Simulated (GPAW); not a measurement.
## GaN (P6_3mc): refractive index against wavelength

The refractive index of GaN (P6_3mc) along x below the direct gap (1.97 eV on the mesh) is read from one computed spectrum, n = √(Re ε). x, y and z are the Cartesian axes of the input cell.

The structure is hexagonal, space group P6_3mc (No. 186). Conventional cell: a = 3.180 Å, b = 3.180 Å, c = 5.166 Å, α = 90.00°, β = 90.00°, γ = 120.00°. Around Ga on site b lie 4 N at 1.94 to 1.95 Å. N on site b has 4 Ga at 1.94 to 1.95 Å as nearest neighbours.

Method: GPAW 26.7.0, LDA, RPA, k-mesh 12×12×6, local fields up to 50 eV, Lorentzian half width 0.15 eV.

Launch of the response step: `OMP_NUM_THREADS=1 python df.py`. The run took 2.6 min, its band step included, on 1 thread of Arm Neoverse N1, on a shared host.

```
wavelength (nm)  photon energy E (eV)       n
           3000                 0.413  2.3852
           2000                 0.620  2.3925
           1550                 0.800  2.4016
           1310                 0.946  2.4112
           1064                 1.165       ?
```

In the single-oscillator model n² − 1 = E₀E_d/(E₀² − E²), so 1/(n² − 1) = E₀/E_d − E²/(E₀E_d) is linear in E².

Working, on the rows shown:

| x = E² (eV²) | y = 1/(n² − 1) |
| --- | --- |
| 0.170801 | 0.213257 |
| 0.384302 | 0.211682 |
| 0.639837 | 0.209746 |
| 0.895757 | 0.207732 |

Means: x̄ = 0.52267, ȳ = 0.2106. Σ(x − x̄)(y − ȳ) = -0.002255, Σ(x − x̄)² = 0.2959. Slope = -0.002255 / 0.2959 = -0.00762; intercept = ȳ − slope · x̄ = 0.21459. Turned back into n, the line misses the rows shown by at most 0.00016.

**Question.** Fill in the last column of the withheld row.

**Answer.** At x = 1.3578 the line gives y = 0.20424, that is 2.4282. The run gave 2.4301, so the extrapolation is off by 0.0019, 4 % of the range in the table.

Refitted with all rows, the slope is -0.00792 and the intercept 0.21472. These give E₀ = √(intercept/−slope) = 5.21 eV and E_d = E₀/intercept = 24.3 eV; E₀ is 2.6 times the direct gap. The electronic limit at long wavelengths, without lattice vibrations, is n = √(1 + 1/intercept) = 2.379. The cell comes from an older database entry, whose edges can be off by a per cent or so. Excitons are left out; LDA gaps are as a rule too small. The values come from a sum over the points of one k-mesh and carry its error, which grows as the direct gap shrinks. Spin-orbit coupling is left out.

[Logs are printed without paths, hosts, clocks, repeated set-up lines and the standing remarks that a program may print on its own settings, such as how far it seeks lower states.]
